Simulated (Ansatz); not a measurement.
# Al(221) slab (40 atoms): surface energy

What is the surface energy of this cell, counted against the bulk crystal, and how far does it hang on functional and mesh?

Calculated with Ansatz 0.2.0: Kohn-Sham DFT, PBE, PAW (set soft_2), plane waves; cutoff 420 eV, fermi-dirac smearing of 0.1 eV. Cutoffs: 420 eV for PBE and PBEsol; 500 eV for r2SCAN.

**The cells**

The cell holds 40 atoms: 40 Al. Cell: a = 5.713 Å, b = 8.570 Å, c = 27.793 Å, α = 90.0°, β = 90.0°, γ = 90.0°. It derives from Al. The starting structure: Slab of Al cut on (2 2 1), 12.8 Å thick, 2 x 1 surface cells, both faces free, 15 Å of vacuum; not relaxed. Lattice constants are starting values near those of PBE. Vacuum lies along c.

The bulk reference is Al4 in a cell of 4 atoms, 16.485 Å³ an atom.

The input of the single point on the relaxed cell:

```yaml
crystal:
  lattice:
    - [5.71342, 0.0, 0.0]
    - [0.0, 8.57013, 0.0]
    - [0.0, 0.0, 27.79333]
  atoms:
    - { symbol: Al, position: [0.25, 0.15581, 0.27341] }
    - { symbol: Al, position: [0.0, 0.88259, 0.2952] }
    - { symbol: Al, position: [0.25, 0.61173, 0.31624] }
    - { symbol: Al, position: [0.0, 0.34072, 0.33945] }
    [... 34 atom lines left out ...]
    - { symbol: Al, position: [0.75, 0.17297, 0.7048] }
    - { symbol: Al, position: [0.5, 0.89974, 0.72659] }
kpoints:
  mp_grid: { grid: [6, 4, 1] }
hamiltonian:
  xc: pbe
scf:
  occupations: { method: fermi_dirac, width: 0.1 }
output:
  forces: true
  populations: true
  dos:
    method: { smearing: { sigma: 0.08 } }
    de: 0.1
    projected: { site_lists: { Al: [Al] } }
  eigenvalues: true
  write_density: true
  write_potential: true
  volumetric_format: npy
```

```
        cell  formula                    k-mesh  relaxation steps  gain on relaxing (eV)  free energy, PBE (eV)  time of its runs on this page
Al(221) slab     Al40  6×4×1 (relaxed on 4×3×1)                 3                   0.15             -21494.680                        3.8 min
     bulk Al      Al4                  14×14×14                 -                      -              -2150.040                          4.5 s
```

Times come from shared hosts and are rough.

**Surface energy**

The excess is the cell's free energy less 10 times that of the bulk cell. It is divided by twice the area, as the cell holds two faces, so the value is their mean, and they need not be alike (48.96 Å²), with 1 eV/Å² = 16.022 J/m².

```
           level  k-mesh  excess (eV)  surface energy (J/m²)  per area (meV/Å²)
             PBE   6×4×1        5.716                  0.935               58.4
PBE, denser mesh   8×5×1        5.765                  0.943               58.9
          r2SCAN   6×4×1        6.459                  1.057               66.0
          PBEsol   6×4×1        6.683                  1.093               68.2
```

Worked for the first row at PBE: (-21494.680) − 10 × (-2150.040) = 5.716 eV (from unrounded energies).

Then 5.716 / (2 × 48.96) × 16.022 = 0.935 J/m².

**Neighbours**

Bonds by pair of elements; cutoffs follow the first minimum of g(r), held within bounds set by covalent radii, and pairs that aren't listed don't count as bonded:

| pair A-B | cutoff (Å) | bonds | mean length (Å) | spread (Å) | shortest (Å) | B about A | A about B |
| --- | --- | --- | --- | --- | --- | --- | --- |
| Al-Al | 3.33 | 216 | 2.85 | 0.036 | 2.77 | 10.8 | 10.8 |

How many atoms have how many bonded neighbours:

| element | mean | 7 | 9 | 11 | 12 |
| --- | --- | --- | --- | --- | --- |
| Al | 10.8 | 4 | 8 | 4 | 24 |

**Findings**

At PBE the surface energy is 0.94 J/m². At the same geometries the levels give 0.94 (PBE) to 1.09 J/m² (PBEsol) and the denser mesh leaves it within 0.01 J/m². Relaxing the atoms lowered it by 0.024 J/m² from the start (on the 4×3×1 mesh of the relaxation), and the farthest atom moved 0.14 Å. By these cutoffs 16 of 40 Al atoms differ from the commonest count of 12.

Limits: The cell edges were held, so the lattice is the typed one for every functional. Cell and bulk are sampled on unlike meshes, and the error grows with the number of atoms subtracted. These are free energies under a smearing of 0.1 eV, whose entropy term isn't removed. In some runs the program notes that positions were snapped to a detected symmetry and the exchange-correlation potential is rough where the density is thin.

[Logs are printed without paths, hosts, clocks, repeated set-up lines and the standing remarks that a program may print on its own settings, such as how far it seeks lower states.]

[Hosts, paths, dates, database ids (printed as entryN), source tags and the programs' standing remarks are cut or masked in the printed files.]
